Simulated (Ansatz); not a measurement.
# Ca2C (model cell, started as cuprite): following an unstable mode, part 2 of 2

Aim: this structure of Ca2C (model cell, started as cuprite) is to be tested for unstable modes, and one is followed downhill.

Ansatz 0.2.0; DFT PBEsol, scalar-relativistic, plane waves, PAW.

So far. Step 4 (The mode frozen in, largest atomic shift 0.45 Å): The run ends at a pressure of -2.17 GPa, with forces up to 0.25 eV/Å. Step 5 (Energy along the mode, all amplitudes (two of the runs …): The lowest of the steps tried is at 0.45 Å, 40.8 meV/atom below the parent; the bottom of the well need not coincide with a step.

The structure was built from a prototype and need not be the compound's stable phase.

## Step 6: Relaxation from the frozen mode

Starting from the lowest point found, all atoms and the cell are let go, so that strain and other modes of the same symmetry can join in.

input.yaml reads:

```yaml
crystal:
  lattice:
    - [5.4921644401, 0.0, 0.0]
    - [0.0, 5.4921644401, 0.0]
    - [0.0, 0.0, 5.4921644401]
  atoms:
    - { symbol: C, position: [-0.0819349102, 0.0, 0.0] }
    - { symbol: C, position: [0.4180650898, 0.5, 0.5] }
    - { symbol: Ca, position: [0.2622775613, 0.216841052, 0.216841052] }
    - { symbol: Ca, position: [0.7622775613, 0.716841052, 0.283158948] }
    - { symbol: Ca, position: [0.7622775613, 0.283158948, 0.716841052] }
    - { symbol: Ca, position: [0.2622775613, 0.783158948, 0.783158948] }
kpoints:
  mp_grid: { grid: [6, 6, 6] }
hamiltonian:
  xc: pbesol
scf:
  occupations: { method: methfessel_paxton, width: 0.15 }
output:
  forces: true
  stress: true
  eigenvalues: true
relax:
  adjacent_minimum: "off"
  f_tol: 0.002
  max_steps: 120
  cell: { stress_tol: 0.03 }
```

The run is started by

```bash
$ ansatz run input.yaml --threads 8 --pin off --max-ram 14336MiB --backend cpu --events-out ev --progress --plain --runs-dir out
```

Numbers of over 12 decimals in the logs are rounded to 6 here.

What it wrote:

```text
[...]
Crystal: 6 atoms, lattice volume = 165.665 Å³
Basis set: ecut = 420 eV, 3239 PW (Γ), exchange–correlation on 80×80×80 points (8 copies of the dense FFT grid, shifted against one another)
Bands: 30, of which v1, the nominal top of the filled ones, is band 24 counted from 1 (23 counted from 0)
Symmetry: 8 space group operations
[...]
k-points: 40 of 216 (time reversal used)
[...]
SCF iter   1: F=—  HF=-7664.321254 eV  |F-HF|=—  |Δ(HF+E_count)|=         —  Δρ=4.55e-3  dr2=3.71e-2  ethr=1.77e-3  ⟨swp⟩=7.8  Hψ=5559  notcnv=0
[...]
SCF iter   7: F=-7664.316010 eV  HF=-7664.316010 eV  |F-HF|=8.60e-10  |Δ(HF+E_count)|=   2.08e-8  S|Δr|=    0.00e0  Δρ=1.82e-6  dr2=6.88e-9  ethr=2.08e-10  ⟨swp⟩=8.2  Hψ=4977  notcnv=0
SCF 1 converged in 7 iterations: F = -7664.316010 eV  dr2 = 6.88e-9
[...]
relax step   1: F+E_penalty+E_count = -7664.31601006 eV  Δ(F+E_penalty+E_count) = +0.000e0 eV  max|allowed force component| = 1.923e-1 eV/Å  Δτ_max = 0.0000 Å  P = -2.173 GPa  Ω = 165.665 Å³  (7 SCF iters, dr2 threshold 1.00e-7 eV, accepted)
Crystal: 6 atoms, lattice volume = 155.378 Å³
Basis set: ecut = 420 eV, 3069 PW (Γ), exchange–correlation on 80×80×80 points (8 copies of the dense FFT grid, shifted against one another)
[...]
iter 1 solved again at ethr=2.26e-4 eV; its pass at ethr=3.10e-3 eV (dr2=1.09e-1 eV) is discarded
[...]
SCF iter   7: F=-7664.563675 eV  HF=-7664.563675 eV  |F-HF|=1.35e-8  |Δ(HF+E_count)|=   1.22e-7  S|Δr|=    0.00e0  Δρ=6.34e-6  dr2=9.65e-8  ethr=1.25e-9  ⟨swp⟩=5.7  Hψ=4733  notcnv=0
SCF 2 converged in 7 iterations: F = -7664.563675 eV  dr2 = 9.65e-8
[...]
relax step   2: F+E_penalty+E_count = -7664.56367496 eV  Δ(F+E_penalty+E_count) = -2.477e-1 eV  max|allowed force component| = 3.300e-1 eV/Å  Δτ_max = 0.0455 Å  P = -0.404 GPa  Ω = 155.378 Å³  energy of the carried Pulay correction = +3.896e-3 eV  (7 SCF iters, dr2 threshold 6.00e-7 eV, accepted)
Crystal: 6 atoms, lattice volume = 149.499 Å³
Basis set: ecut = 420 eV, 2901 PW (Γ), exchange–correlation on 80×80×80 points (8 copies of the dense FFT grid, shifted against one another)
[...]
SCF iter   6: F=-7664.873567 eV  HF=-7664.873567 eV  |F-HF|=6.10e-8  |Δ(HF+E_count)|=   1.20e-6  S|Δr|=    0.00e0  Δρ=1.85e-5  dr2=5.79e-7  ethr=1.25e-9  ⟨swp⟩=6.1  Hψ=5553  notcnv=0
SCF 3 converged in 6 iterations: F = -7664.873567 eV  dr2 = 5.79e-7
[...]
relax step   3: F+E_penalty+E_count = -7664.87356677 eV  Δ(F+E_penalty+E_count) = -3.099e-1 eV  max|allowed force component| = 6.761e-1 eV/Å  Δτ_max = 0.0718 Å  P = +0.157 GPa  Ω = 149.499 Å³  energy of the carried Pulay correction = +6.237e-3 eV  (6 SCF iters, dr2 threshold 6.00e-7 eV, accepted)
[... from here on, the SCF cycles and remarks between the steps are left out ...]
relax step   4: F+E_penalty+E_count = -7665.30984429 eV  Δ(F+E_penalty+E_count) = -4.363e-1 eV  max|allowed force component| = 9.348e-1 eV/Å  Δτ_max = 0.0926 Å  P = +0.519 GPa  Ω = 144.011 Å³  energy of the carried Pulay correction = +8.503e-3 eV  (7 SCF iters, dr2 threshold 6.00e-7 eV, accepted)
relax step   5: F+E_penalty+E_count = -7665.82275812 eV  Δ(F+E_penalty+E_count) = -5.129e-1 eV  max|allowed force component| = 1.069e0 eV/Å  Δτ_max = 0.1072 Å  P = +1.221 GPa  Ω = 138.154 Å³  energy of the carried Pulay correction = +1.101e-2 eV  (6 SCF iters, dr2 threshold 6.00e-7 eV, accepted)
relax step   6: F+E_penalty+E_count = -7666.39309921 eV  Δ(F+E_penalty+E_count) = -5.703e-1 eV  max|allowed force component| = 6.029e-1 eV/Å  Δτ_max = 0.1726 Å  P = +1.585 GPa  Ω = 134.456 Å³  energy of the carried Pulay correction = +1.265e-2 eV  (7 SCF iters, dr2 threshold 6.00e-7 eV, accepted)
relax step   7: F+E_penalty+E_count = -7666.50468225 eV  Δ(F+E_penalty+E_count) = -1.116e-1 eV  max|allowed force component| = 2.521e-1 eV/Å  Δτ_max = 0.0797 Å  P = +0.706 GPa  Ω = 137.327 Å³  energy of the carried Pulay correction = +1.137e-2 eV  (7 SCF iters, dr2 threshold 6.00e-7 eV, accepted)
relax step   8: F+E_penalty+E_count = -7666.45147367 eV  Δ(F+E_penalty+E_count) = +5.321e-2 eV  max|allowed force component| = 4.063e-1 eV/Å  Δτ_max = 0.1447 Å  P = +0.066 GPa  Ω = 141.855 Å³  energy of the carried Pulay correction = +9.415e-3 eV  (6 SCF iters, dr2 threshold 6.00e-7 eV, rejected (line search))
relax step   9: F+E_penalty+E_count = -7666.57769612 eV  Δ(F+E_penalty+E_count) = -7.301e-2 eV  max|allowed force component| = 6.734e-2 eV/Å  Δτ_max = 0.0605 Å  P = +0.182 GPa  Ω = 138.654 Å³  energy of the carried Pulay correction = +1.079e-2 eV  (10 SCF iters, accepted)
relax step  10: F+E_penalty+E_count = -7666.57867674 eV  Δ(F+E_penalty+E_count) = -9.806e-4 eV  max|allowed force component| = 3.990e-3 eV/Å  Δτ_max = 0.0125 Å  P = -0.097 GPa  Ω = 139.434 Å³  energy of the carried Pulay correction = +1.046e-2 eV  (5 SCF iters, dr2 threshold 2.83e-7 eV, accepted)
relax step  11: F+E_penalty+E_count = -7666.57887227 eV  Δ(F+E_penalty+E_count) = -1.955e-4 eV  max|allowed force component| = 1.346e-4 eV/Å  Δτ_max = 0.0008 Å  P = -0.000 GPa  Ω = 139.174 Å³  energy of the carried Pulay correction = +1.057e-2 eV  (5 SCF iters, dr2 threshold 2.80e-8 eV, accepted)
relax step  12: F+E_penalty+E_count = -7666.58721150 eV  Δ(F+E_penalty+E_count) = -8.339e-3 eV  max|allowed force component| = 1.438e-4 eV/Å  Δτ_max = 0.0000 Å  P = +0.065 GPa  Ω = 139.174 Å³  stress off target by 1.26e-1 GPa  SCF on the basis re-selected at this cell (its energy is not comparable with the rows above)  (7 SCF iters)
relax step  13: F+E_penalty+E_count = -7666.58738213 eV  Δ(F+E_penalty+E_count) = -1.706e-4 eV  max|allowed force component| = 1.007e-3 eV/Å  Δτ_max = 0.0002 Å  P = +0.008 GPa  Ω = 139.390 Å³  energy of the carried Pulay correction = -8.124e-5 eV  (5 SCF iters, dr2 threshold 3.98e-8 eV, accepted)
[...]
SCF iter   1: F=—  HF=-7666.587418 eV  |F-HF|=—  |Δ(HF+E_count)|=         —  Δρ=6.16e-6  dr2=2.17e-8  ethr=1.66e-7  ⟨swp⟩=3.1  Hψ=8656  notcnv=0
eigensolver tolerance schedule: the retry pair's looser diagonalisation over-reported the residual by 3666.58 of it (diagonalisation noise at 0.24 of the residual, at the tolerance the schedule requests for it); recorded, not acted on — ethr = c·dr2/N_el stays at c = 1.0e-1
[...]
SCF iter   2: F=—  HF=-7666.587470 eV  |F-HF|=—  |Δ(HF+E_count)|=   5.17e-5  S|Δr|=    0.00e0  Δρ=3.01e-6  dr2=7.56e-9  ethr=4.53e-11  ⟨swp⟩=2.7  Hψ=2237  notcnv=0
[...]
SCF iter   5: F=-7666.587470 eV  HF=-7666.587470 eV  |F-HF|=0.00e0  |Δ(HF+E_count)|=  1.36e-11  S|Δr|=    0.00e0  Δρ=7.18e-8  dr2=6.11e-12  ethr=1.00e-12  ⟨swp⟩=5.3  Hψ=5684  notcnv=0
SCF 14 converged in 5 iterations: F = -7666.587470 eV  dr2 = 6.11e-12
relax step  14: F+E_penalty+E_count = -7666.58746960 eV  Δ(F+E_penalty+E_count) = -8.747e-5 eV  max|allowed force component| = 9.903e-4 eV/Å  Δτ_max = 0.0000 Å  P = +0.009 GPa  Ω = 139.390 Å³  stress off target by 1.84e-2 GPa  SCF on the basis re-selected at this cell (its energy is not comparable with the rows above)  (5 SCF iters)
[...]
SCF converged after 5 iterations
[...]
Free energy (F): -7666.587470 eV
[...]
Internal energy: -7666.589974 eV  (E = F + TS)
E sigma→0 (E₀):  -7666.588096 eV
Entropy (-TS):   0.002504 eV (0.417 meV/atom)
Fermi energy:    6.534554 eV
[...]
--- Forces (eV/Å), atoms counted from 1 ---
  atom   1  C      0.00011384    -0.00000000    -0.00000000
  atom   2  C      0.00011384     0.00000000    -0.00000000
  atom   3  Ca    -0.00005691     0.00099033     0.00099033
  atom   4  Ca    -0.00005691     0.00099033    -0.00099033
  atom   5  Ca    -0.00005691    -0.00099033     0.00099033
  atom   6  Ca    -0.00005691    -0.00099033    -0.00099033
  max |Σ_I F_I| component: 2.02e-8 eV/Å
--- Stress (GPa, compression-positive) ---
       -0.010549       0.000000       0.000000
        0.000000       0.018402       0.000000
        0.000000       0.000000       0.018402
  P = ⅓ Tr σ = 0.0088 GPa (0.088 kbar)
--- Band table (eV; the first three rows and the last of 40) ---
  k-point 0: bands = [... 20 lower, 5.2576, 5.7423, 6.1784, 6.1784, 6.8600, 7.0441, 7.9050, 9.5545, ... 2 higher]
  k-point 1: bands = [... 20 lower, 5.1461, 5.8017, 6.0639, 6.4352, 6.7614, 7.1207, 8.0111, 9.5867, ... 2 higher]
  k-point 2: bands = [... 20 lower, 5.1570, 5.7743, 5.9718, 6.5169, 6.9072, 7.2635, 8.3163, 9.3641, ... 2 higher]
  k-point 39: bands = [... 20 lower, 5.2378, 5.2378, 5.9275, 5.9275, 7.9592, 7.9592, 8.1331, 8.1331, ... 2 higher]
--- Relaxed structure (12 steps of the walk, 11 accepted, 2 SCFs on fresh bases) ---
  F+E_penalty+E_count = -7666.58746960 eV   max|allowed force component| = 9.903e-4 eV/Å   (the final SCF, on the basis selected at the relaxed cell)
  cell:  # Å, volume = 139.3898 Å³
    - [3.960190, 0, 0.0]
    - [0, 5.932770, 0]
    - [0.0, 0.0, 5.932770]
  atoms:
    - { symbol: C, position: [-0.185797, 1.0660080912135106e-18, 2.1056949949896578e-19] }
    - { symbol: C, position: [0.314203, 0.500000, 0.500000] }
    - { symbol: Ca, position: [0.314209, 0.192693, 0.192693] }
    - { symbol: Ca, position: [0.814209, 0.692693, 0.307307] }
    - { symbol: Ca, position: [0.814209, 0.307307, 0.692693] }
    - { symbol: Ca, position: [0.314209, 0.807307, 0.807307] }
```

Run time: 38 s. Hardware: 8 threads of Arm Neoverse V1, shared host; peak memory 0.64 GiB.

The steps of the relaxation:

```tsv
step	energy less that of the first step (eV)	largest force component (eV/Å)	pressure (GPa)	volume (Å³)
1	0.0000	0.1923	-2.17	165.66
2	-0.2477	0.3300	-0.40	155.38
3	-0.5576	0.6761	0.16	149.50
4	-0.9938	0.9348	0.52	144.01
5	-1.5067	1.0686	1.22	138.15
6	-2.0771	0.6029	1.58	134.46
7	-2.1887	0.2521	0.71	137.33
8	-2.1355	0.4063	0.07	141.86
9	-2.2617	0.0673	0.18	138.65
10	-2.2627	0.0040	-0.10	139.43
11	-2.2629	0.0001	0.00	139.17
12*	-2.2712	0.0001	0.06	139.17
13	-2.2714	0.0010	0.01	139.39
14*	-2.2715	0.0010	0.01	139.39
```

Relaxation steps marked * repeat the geometry before them on a plane-wave basis chosen anew for their cell, so energy and pressure can jump there. Relaxation step 8 was tried and not accepted.

The run keeps the 8 symmetry operations that it works with, so distortions that break them were not tested.

```tsv
cell as run	before	after	change
a (Å)	5.492	3.960	-27.9 %
b (Å)	5.492	5.933	+8.0 %
c (Å)	5.492	5.933	+8.0 %
volume (Å³/atom)	27.61	23.23	-15.9 %
```

The atoms that moved most (Å, as changes of fractional coordinates times the final cell):

```tsv
atom	dx	dy	dz	length
C1	-0.411	0.000	0.000	0.411
C2	-0.411	0.000	0.000	0.411
Ca4	0.206	-0.143	0.143	0.289
Ca5	0.206	0.143	-0.143	0.289
Ca3	0.206	-0.143	-0.143	0.289
Ca6	0.206	0.143	0.143	0.289
```

Final coordinates:

```xyz
6
Lattice="3.9602 0.0000 0.0000 0.0000 5.9328 0.0000 0.0000 0.0000 5.9328" Properties=species:S:1:pos:R:3 pbc="T T T"
C    -0.7358    0.0000    0.0000
C     1.2443    2.9664    2.9664
Ca    1.2443    1.1432    1.1432
Ca    3.2244    4.1096    1.8232
Ca    3.2244    1.8232    4.1096
Ca    1.2443    4.7896    4.7896
```

This step gave:

```
pressure        : 0.008752 GPa
volume per atom : 23.23 Å³
```

The distorted start has space group P4_2nm; the relaxation ends in P4_2/mnm.

## Step 7: The new phase in its own primitive cell

The relaxed structure is symmetrised, reduced to its primitive cell and relaxed tightly, as its phonons need.

input.yaml reads:

```yaml
crystal:
  lattice:
    - [5.9327702282, 0.0, 0.0]
    - [0.0, 5.9327702282, 0.0]
    - [0.0, 0.0, 3.960189731]
  atoms:
    - { symbol: C, position: [0.0, 0.0, 0.5] }
    - { symbol: C, position: [0.5, 0.5, 0.0] }
    - { symbol: Ca, position: [0.1926928984, 0.1926928984, 0.0] }
    - { symbol: Ca, position: [0.6926928984, 0.3073071016, 0.5] }
    - { symbol: Ca, position: [0.3073071016, 0.6926928984, 0.5] }
    - { symbol: Ca, position: [0.8073071016, 0.8073071016, 0.0] }
kpoints:
  mp_grid: { grid: [6, 6, 8] }
hamiltonian:
  xc: pbesol
scf:
  occupations: { method: methfessel_paxton, width: 0.15 }
output:
  forces: true
  stress: true
  eigenvalues: true
relax:
  adjacent_minimum: "off"
  f_tol: 0.001
  max_steps: 60
  cell: { stress_tol: 0.01 }
```

What it wrote:

```text
[...]
Crystal: 6 atoms, lattice volume = 139.390 Å³
Basis set: ecut = 420 eV, 2717 PW (Γ), exchange–correlation on 80×80×54 points (8 copies of the dense FFT grid, shifted against one another)
Bands: 30, of which v1, the nominal top of the filled ones, is band 24 counted from 1 (23 counted from 0)
Symmetry: 16 space group operations
[...]
k-points: 50 of 288
[...]
cell:  # Å, volume = 139.3351 Å³
    - [5.934210, 0, 0]
    - [0, 5.934210, 0]
    - [0, 0, 3.956713]
  atoms:
    - { symbol: C, position: [0, 0, 0.5] }
    - { symbol: C, position: [0.500000, 0.500000, 0] }
    - { symbol: Ca, position: [0.192726, 0.192726, 0] }
    - { symbol: Ca, position: [0.692726, 0.307274, 0.5] }
    - { symbol: Ca, position: [0.307274, 0.692726, 0.5] }
    - { symbol: Ca, position: [0.807274, 0.807274, 0] }
[key lines of the parts left out:]
SCF converged after 5 iterations
Free energy (F): -7666.586960 eV
Fermi energy:    6.557254 eV
P = ⅓ Tr σ = 0.0028 GPa (0.028 kbar)
```

It took 6.1 s on 8 threads; peak memory 0.62 GiB.

Little changed from the start: no atom moved by 0.005 Å and no cell edge by 0.1 %.

Numbers from this step:

```
pressure        : 0.002771 GPa
volume per atom : 23.22 Å³
```

The largest force component left is 0.55 meV/Å and the pressure is 0.003 GPa, within the tolerances set. The cell now holds 23.22 Å³/atom.

## Step 8: Modes of the new phase, k-mesh 6×6×8

A relaxed structure may still be a saddle point, so its zone-centre modes are computed. No field response is asked, since the mesh shows no gap.

input.yaml reads:

```yaml
crystal:
  lattice:
    - [5.9342102146, 0.0, 0.0]
    - [0.0, 5.9342102146, 0.0]
    - [0.0, 0.0, 3.956713371]
  atoms:
    - { symbol: C, position: [0.0, 0.0, 0.5] }
    - { symbol: C, position: [0.5, 0.5, 0.0] }
    - { symbol: Ca, position: [0.192726071, 0.192726071, 0.0] }
    - { symbol: Ca, position: [0.692726071, 0.307273929, 0.5] }
    - { symbol: Ca, position: [0.307273929, 0.692726071, 0.5] }
    - { symbol: Ca, position: [0.807273929, 0.807273929, 0.0] }
kpoints:
  mp_grid: { grid: [6, 6, 8] }
hamiltonian:
  xc: pbesol
scf:
  occupations: { method: methfessel_paxton, width: 0.15 }
output:
  eigenvalues: true
phonons:
  method: dfpt
```

What it wrote:

```text
zone centre: on kpoints.mp_grid the ground state, and the responses unless they are solved on pairs of k-points, stand on 100 of the mesh's 288 k-points, reduced under 2 symmetry operations, with k and −k counted as one. Each operation leaves every solved displacement unchanged or reverses it
[...]
Crystal: 6 atoms, lattice volume = 139.335 Å³
Basis set: ecut = 420 eV, 2717 PW (Γ), exchange–correlation on 80×80×60 points (8 copies of the dense FFT grid, shifted against one another)
Bands: 30, of which v1, the nominal top of the filled ones, is band 24 counted from 1 (23 counted from 0)
Symmetry: 16 space group operations
k-points: 100 of 288 (irreducible under 2 space group operations, time reversal used)
[...]
SCF iter   1: F=—  HF=-7666.601509 eV  |F-HF|=—  |Δ(HF+E_count)|=         —  Δρ=5.97e-3  dr2=7.65e-2  ethr=1.77e-3  ⟨swp⟩=8.2  Hψ=14157  notcnv=0
[...]
SCF iter  10: F=-7666.586960 eV  HF=-7666.586960 eV  |F-HF|=3.64e-12  |Δ(HF+E_count)|=  6.46e-11  S|Δr|=    0.00e0  Δρ=6.81e-8  dr2=5.37e-12  ethr=1.00e-12  ⟨swp⟩=7.6  Hψ=15262  notcnv=0
SCF 1 converged in 10 iterations: F = -7666.586960 eV  dr2 = 5.37e-12
[...]
SCF converged after 10 iterations
[...]
Free energy (F): -7666.586960 eV
[...]
Internal energy: -7666.587653 eV  (E = F + TS)
E sigma→0 (E₀):  -7666.587133 eV
Entropy (-TS):   0.000693 eV (0.115 meV/atom)
Fermi energy:    6.557254 eV
Step filling:    the computed levels leave a gap of 0.0000 eV = 0.0 smearing widths at the electron count; against every level under it full and every level over it empty, smearing changes F+E_penalty+E_count by -0.031 meV and its σ→0 estimate by -0.204 meV
[...]
--- Band table (eV; the first three rows and the last of 100) ---
  k-point 0: bands = [... 20 lower, 5.2601, 5.7456, 6.1803, 6.1803, 6.8627, 7.0469, 7.9084, 9.5646, ... 2 higher]
  k-point 1: bands = [... 20 lower, 5.0127, 6.0243, 6.1848, 6.1848, 6.6028, 7.0726, 7.9994, 9.2718, ... 2 higher]
  k-point 2: bands = [... 20 lower, 5.1361, 6.0261, 6.1894, 6.1894, 6.4813, 7.1628, 8.1019, 8.6987, ... 2 higher]
  k-point 99: bands = [... 20 lower, 5.2414, 5.2414, 5.9319, 5.9319, 7.9608, 7.9608, 8.1372, 8.1372, ... 2 higher]
[...]
ASR residual: 4.123e-5 → 0.000e0 eV/Å²; symmetrization residual: 5.825e-7 eV/Å²
  ASR residual per site (eV/Å²): 4.12e-5 4.12e-5 2.23e-5 2.23e-5 2.23e-5 2.23e-5
[...]
```

Run time: 29 s. Hardware: 8 threads; peak memory 1.6 GiB; 3.5 min of CPU time.

This step gave:

- sum-rule residual before enforcement: 4.12e-5 eV/Å²
- point group: 4/mmm
- highest optical mode at the zone centre (no LO-TO term): 376.4 cm⁻¹
- lowest optical zone-centre mode: 45.41 cm⁻¹

Patterns of degenerate modes are one choice out of their space. Modes at Γ, with each element's share of the kinetic energy:

```tsv
mode	frequency (cm⁻¹)	symmetry	C %	Ca %
1	0.0	acoustic	13	87
2	0.0	acoustic	13	87
3	0.0	acoustic	13	87
4	45.4	B1g	0	100
5	173.4	B1u	15	85
6	174.3	Eg	0	100
7	174.3	Eg	0	100
8	174.4	Eu	12	88
9	174.4	Eu	12	88
10	197.0	A2g	0	100
11	213.2	A1g	0	100
12	275.5	B2g	0	100
13	294.6	Eu	79	21
14	294.6	Eu	79	21
15	297.5	B1u	85	15
16	351.6	A2u	87	13
17	376.4	Eu	96	4
18	376.4	Eu	96	4
```

Displacements in mode 4 (45.4 cm⁻¹), the largest set to 1:
```
C1   0.00  0.00  0.00
C2   0.00  0.00  0.00
Ca3 -1.00  1.00  0.00
Ca4 -1.00 -1.00  0.00
Ca5  1.00  1.00  0.00
Ca6  1.00 -1.00  0.00
```

Displacements in mode 5 (173.4 cm⁻¹), the largest set to 1:
```
C1   0.00  0.00 -1.00
C2   0.00  0.00  1.00
Ca3  0.00  0.00 -0.92
Ca4  0.00  0.00  0.92
Ca5  0.00  0.00  0.92
Ca6  0.00  0.00 -0.92
```

Before it was imposed, the acoustic sum rule was missed by 4.1e-5 eV/Å². Small misses are needed for a sound result but don't prove that mesh and cutoff are converged. The lowest optical mode is real, 45.4 cm⁻¹.

## Step 9: Outcome

| Item | Value |
| --- | --- |
| unstable mode of the parent | q = (0, 0, 0), 155i cm⁻¹ |
| depth at the lowest point sampled | 40.8 meV/atom |
| largest atomic shift at that point | 0.45 Å |
| space group reached (within 0.01 Å) | P4_2/mnm |
| energy gained over the parent (first relaxation, on the mesh of the frozen mode) | 419 meV/atom |
| volume per atom, phase reached | 23.2 Å³ |
| lowest optical zone-centre mode, phase reached | 45.4 cm⁻¹ |
| highest optical mode at the zone centre (no LO-TO term), phase reached | 376 cm⁻¹ |

In words: Along this mode the structure falls into P4_2/mnm, 419 meV/atom below the parent. At the parent's cell the well is 40.78 meV/atom deep on the steps tried, with its lowest point at a shift of 0.45 Å. Relaxing atoms and cell changes the gain by +378.37 meV/atom against the lowest step (energies at zero smearing). Most of the total comes from this relaxation. The new phase has no imaginary mode at the zone centre of its cell; other wavevectors were not checked. Of the 3 patterns followed to their end from this parent, this one reaches the lowest energy. Each path keeps the symmetry of its pattern, so a lower phase may lie along a pattern not tried. With no gap, or one that is small against the smearing, the frequencies hang on the k mesh and the smearing, most of all near Kohn anomalies. The starting cell was built on a prototype and not taken from a measurement, so the phase need not exist.

[Logs are printed without paths, hosts, clocks, repeated set-up lines and the standing remarks that a program may print on its own settings, such as how far it seeks lower states.]

[Hosts, paths, dates, database ids (printed as entryN), source tags and the programs' standing remarks are cut or masked in the printed files.]
